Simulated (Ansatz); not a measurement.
**Quasiparticle gap of GaN (F-43m)**

Wanted: the gap of GaN (F-43m) with a many-body correction, and the time that it takes.

Method: HSE06, then G0W0 on it, plane waves, PAW, in Ansatz 0.2.0.

**Experimental background.**

- Gap 3.23 eV: absorption onset (direct gap at Gamma) of unexcited film, from imaginary part of dielectric function; spectroscopic ellipsometry (steady-state reference of time-resolved measurement); 300 K; film on 3C-SiC/Si(001) (“Femtosecond pump-probe absorption edge spectroscopy of cubic GaN”, 2022, arxiv:2206.02223).

Report form: the programs' logs are mostly left out.

In doubt: masses and optical values from hybrid runs of this build are listed as unsure (step 3), which bears on the screening that GW takes from such a start.

## 1. The starting structure

The structure is cubic, space group F-43m (No. 216). Conventional cell: a = 4.507 Å, b = 4.507 Å, c = 4.507 Å, α = 90.00°, β = 90.00°, γ = 90.00°. Ga has 4 N at 1.95 Å nearest. N has 4 Ga at 1.95 Å nearest. Farther neighbours and most contacts between anions are not listed.

The cell and positions are those that the Materials Project relaxed with its own functionals (PBE, PBE+U or r2SCAN), kept fixed. This is not the form that GaN usually takes at ambient conditions.

The logs state that the PAW files were generated under PBE.

## 2. HSE06 levels on the mesh and at listed points

HSE06 mixes in a quarter of exact exchange at short range.

This step: DFT, HSE06, plane waves, PAW; PAW set soft_1.

input.yaml

```yaml
crystal:
  lattice:
    - [0.0, 2.2535006075, 2.2535006075]
    - [2.2535006075, 0.0, 2.2535006075]
    - [2.2535006075, 2.2535006075, 0.0]
  atoms:
    - { symbol: Ga, position: [0.0, 0.0, 0.0] }
    - { symbol: "N", position: [0.75, 0.75, 0.75] }
kpoints:
  mp_grid: { grid: [6, 6, 6] }
  band_path:
    path:
      - [0.0, 0.0, 0.0]
      - [-0.5, -0.5, 0.0]
      - [-0.375, -0.375, 0.25]
      - [-0.375, 0.0, 0.375]
      - [0.0, 0.0, 0.5]
      - [-0.5, -0.25, 0.25]
    npoints: 1
hamiltonian:
  xc: hse06
  pseudopotentials: { kind: paw, azcp: { folder: soft_1 } }
scf:
  occupations: { method: fixed }
  n_extra_bands: 4
output:
  eigenvalues: true
```

Started as:

```
$ ansatz run input.yaml --threads 3 --pin off --max-ram 92160MiB --backend cuda --events-out ev --progress --plain --runs-dir out --devices 1 --max-vram 13GiB
```

The job ended after 26 s (1 × NVIDIA H100 80GB HBM3 (shared by 6 runs) with 3 threads of AMD EPYC 7R13 (Zen 3), shared host; peak memory 1.1 GiB).

Numbers from this step:

- gap: 2.961 eV
- valence top at: Γ
- conduction bottom at: Γ
- least direct gap: 2.961 eV
- exact-exchange fraction: 0.25

Over mesh and listed points the gap is 2.961 eV, direct, at k = Γ.

## 3. G0W0 on the 10×10×10 mesh

G0W0 replaces the xc potential by a self-energy built once from the orbitals of the start. Levels are corrected in the window of bands that the input names, at points of the mesh.

This step: G0W0 on HSE06, plane waves, PAW.

input.yaml

```yaml
crystal:
  lattice:
    - [0.0, 2.2535006075, 2.2535006075]
    - [2.2535006075, 0.0, 2.2535006075]
    - [2.2535006075, 2.2535006075, 0.0]
  atoms:
    - { symbol: Ga, position: [0.0, 0.0, 0.0] }
    - { symbol: "N", position: [0.75, 0.75, 0.75] }
kpoints:
  mp_grid: { grid: [10, 10, 10] }
hamiltonian:
  xc: hse06
  pseudopotentials: { kind: paw, source: ansatz }
scf:
  occupations: { method: fixed }
gw:
  n_empty_bands: 205
  ecut_chi: 250
  qp_bands: [v2, c2]
  qp_kpoints: band_edges
  screening: { model: contour_deformation }
```

Run time: 8.6 min. Hardware: 1 × NVIDIA H100 80GB HBM3 (shared by 6 runs) with 3 threads; peak memory 11 GiB; 16 min of CPU time.

This step gave:

* bands summed: 218
* RPA ε∞ on this mesh (eigenvalues): 4.480, 4.480, 4.480
* plane waves in the screening matrix: 181
* q-points in the mesh: 1000
* G0W0 gap over the corrected points: 3.485 eV
* k of the valence top: 0, 0, 0
* k of the conduction bottom: 0, 0, 0
* starting gap on the mesh: 2.976 eV
* Z at the valence top: 0.7998
* Z at the conduction bottom: 0.8332
* least direct G0W0 gap over the corrected points: 3.485 eV

Over 18 of 47 irreducible mesh points the G0W0 gap is 3.485 eV, direct, at k = Γ. The HSE06 gap of this run on the mesh is 2.976 eV. The two states that bound the G0W0 gap lie that far apart at the start, so the correction of the gap is 3.485 − 2.976 = +0.509 eV. The start of this run differs from the step before in mesh (6×6×6 and 10×10×10), files (soft_1 PAW and hard PAW) and plane-wave cutoff (420 eV and 1020 eV).

Labels follow the order of the start: v1 is the top filled band, c1 the lowest empty one; levels that stay degenerate share a row, the window can cut a multiplet, doubted levels are not marked in this list, bands outside the window were not corrected, and the list may be a part of the corrected levels. Levels before and after the correction, in eV, zero at the valence-band top of each column:

```tsv
	conduction bottom	valence top
HSE06	2.98	0.00
G0W0	3.48	0.00
```

```tsv
	level	occupation	energy (eV)
HSE06	Γ v2-v1	2	0.000
HSE06	Γ c1	0	2.976
HSE06	Γ c2	0	11.930
G0W0	Γ v2-v1	2	0.000
G0W0	Γ c1	0	3.485
G0W0	Γ c2	0	12.488
```

The parts of the quasiparticle energy for the two states that bound the G0W0 gap, in eV on the run's own scale (QP = start + Σx + Σc − Vxc, with Σc at the quasiparticle energy):

```tsv
edge	k	band	start	Σx	Σc	Vxc	Z	QP
valence top	Γ	12	10.220	−23.585	2.452	−20.772	0.800	9.858
conduction bottom	Γ	14	13.196	−10.943	−3.787	−14.877	0.833	13.343
```

For a hybrid start, Vxc holds its share of exact exchange.

## 4. Spin-orbit coupling in HSE06

This run has two-component orbitals with spin-orbit coupling.

This step: DFT, HSE06 with spin-orbit coupling, plane waves, PAW; PAW set soft_1.

input.yaml

```yaml
crystal:
  lattice:
    - [0.0, 2.2535006075, 2.2535006075]
    - [2.2535006075, 0.0, 2.2535006075]
    - [2.2535006075, 2.2535006075, 0.0]
  atoms:
    - { symbol: Ga, position: [0.0, 0.0, 0.0] }
    - { symbol: "N", position: [0.75, 0.75, 0.75] }
kpoints:
  mp_grid: { grid: [6, 6, 6] }
  band_path:
    path:
      - [0.0, 0.0, 0.0]
      - [-0.5, -0.5, 0.0]
      - [-0.375, -0.375, 0.25]
      - [-0.375, 0.0, 0.375]
      - [0.0, 0.0, 0.5]
      - [-0.5, -0.25, 0.25]
    npoints: 1
hamiltonian:
  xc: hse06
  pseudopotentials: { kind: paw_fr, azcp: { folder: soft_1 } }
scf:
  occupations: { method: fixed }
  n_extra_bands: 8
magnetization:
  noncollinear: true
  spin_orbit: true
output:
  eigenvalues: true
```

Wall time 38 s (1 × NVIDIA H100 80GB HBM3 (shared by 6 runs) with 3 threads); peak memory 1.5 GiB; 63 s of CPU time.

This step gave:

```yaml
gap: 2.954 eV
valence_top_at: Γ
conduction_bottom_at: Γ
least_direct_gap: 2.954 eV
exact_exchange_fraction: 0.25
```

Over mesh and listed points the gap is 2.954 eV, direct, at k = Γ. HSE06+SOC against HSE06: 2.954 − 2.961 = −0.007 eV, with the same mesh, set of files (read in its fully relativistic form for the spin-orbit run) and cutoff, and both edges at the same k points. The spin-orbit run sees mesh and listed points alone, so its gap is an upper bound: the coupling can move an edge off these points, the more so as this crystal has no centre of inversion, and the change over the zone, its sign included where it is small, is not known.

## 5. The runs together

Each gap is the least one over the points named; times are wall times on shared hosts, not benchmarks. A G0W0 time includes the run's own self-consistent start. Runs with listed points see these and the mesh alone, so an edge that moves elsewhere is missed.

```tsv
level	mesh	files, cutoff	bands summed, screening	points	gap (eV)	valence top	conduction bottom	least direct gap (eV)	time
HSE06	6×6×6	soft_1 PAW, 420 eV	-	mesh and listed points	2.961	Γ	Γ	2.961	26 s
HSE06+SOC	6×6×6	soft_1 PAW, 420 eV	-	mesh and listed points	2.954	Γ	Γ	2.954	38 s
G0W0@HSE06	10×10×10	hard PAW, 1020 eV	218, 250 eV	18 of 47 irreducible mesh points	3.485	Γ	Γ	3.485	8.6 min
```

Computed less measured, in eV, for the reports listed at the start; nothing is added to the computed values:

```tsv
row	computed (eV)	3.23 eV (2022)
HSE06, gap	2.961	−0.269
HSE06+SOC, gap	2.954	−0.276
G0W0@HSE06, gap	3.485	+0.255
```

## 6. Outcome

- HSE06 gap over mesh and listed points: 2.961 eV, direct, at k = Γ
- G0W0@HSE06 gap over 18 of 47 irreducible mesh points: 3.485 eV, direct, at k = Γ
- HSE06+SOC gap over mesh and listed points: 2.954 eV
- GW settings: 10×10×10 mesh, 205 empty bands, screening to 250 eV, hard PAW files
- known limits: finite bands, screening cutoff and k mesh; no spin-orbit coupling in G0W0; d shells not analysed

Over 18 of 47 irreducible mesh points the G0W0 gap is 3.485 eV, direct, at k = Γ. The HSE06 gap of this run on the mesh is 2.976 eV. The two states that bound the G0W0 gap lie that far apart at the start, so the correction of the gap is 3.485 − 2.976 = +0.509 eV. The valence state moves by 9.858 − 10.220 = −0.362 eV and the conduction state by 13.343 − 13.196 = +0.147 eV, on the run's own scale; how far single levels stand from their limit in bands is not shown. Both edges that HSE06 shows over mesh and listed points lie at k points where levels were corrected. Levels at other points were not corrected, so a lower G0W0 gap elsewhere in the zone is not ruled out. No second run with other bands and screening cutoff is shown, so the distance to the basis limit is not known. On another start, G0W0@PBE runs of this series (10×10×10 mesh, hard PAW; not shown as steps) give 2.849 eV with 108 bands and 150 eV, 2.884 eV with 218 bands and 250 eV and 2.913 eV with 397 bands and 380 eV. G0W0 on other starts in this series, not shown as steps and not all at these settings: 2.884 eV on PBE (10×10×10, hard PAW, 218 bands, 250 eV), 3.667 eV on PBE0 (10×10×10, hard PAW, 218 bands, 250 eV) and 2.927 eV on LDA (10×10×10, hard PAW, 218 bands, 250 eV). HSE06+SOC against HSE06: 2.954 − 2.961 = −0.007 eV, with the same mesh, set of files (read in its fully relativistic form for the spin-orbit run) and cutoff, and both edges at the same k points. The spin-orbit run sees mesh and listed points alone, so its gap is an upper bound: the coupling can move an edge off these points, the more so as this crystal has no centre of inversion, and the change over the zone, its sign included where it is small, is not known. What spin-orbit coupling does to the G0W0 levels was not computed, so no sum with the G0W0 gap is formed. Against experiment, G0W0@HSE06 at 3.485 eV lies +0.255 eV from 3.23 eV (2022). The differences hold parts that these runs do not separate: finite bands, cutoffs and mesh, points of the zone that were not corrected, the start of G0W0, spin-orbit coupling missing from it, static nuclei, no electron-hole attraction, a cell that is not a measured one, and what each experiment reads as the gap. How much each gives is not known from the steps shown. The G0W0 runs are scalar-relativistic. One-shot GW is known to converge slowly in bands for compounds with shallow d shells. The cell holds Ga; the filling of the d shell and its place against the gap were not analysed here. No pair of G0W0 runs that differ in the mesh alone is shown (10×10×10 is a supercell whose nearest images lie 32 Å apart), so the error from the mesh is not known here. G0W0 is shown with one set of atomic data (hard PAW), so the error from the files is not known here.

[Paths, hosts, dates, memory and timing lines, banners, echoed tables and standing remarks are left out of the program output.]

[Logs are printed without paths, hosts, clocks, repeated set-up lines and the standing remarks that a program may print on its own settings, such as how far it seeks lower states.]

[Runs of the session that timed out or met a known fault of the program may be left out.]

[Cells called generated may have been cut or substituted from an entry of the Crystallography Open Database or the Materials Project.]

[Hosts, paths, dates, database ids (printed as entryN), source tags and the programs' standing remarks are cut or masked in the printed files.]

[Where an RPA ε∞ is given, it is that of the G0W0 mesh and is not shown converged in it. Names of k-points follow the symmetry that the program found, which can be lower than the space group named. Band edges on a path are those of the sampled points; other points can move an edge, and change direct to indirect where valleys lie close.]

[Hybrid gaps are those of their k-mesh and are not shown converged in it.]
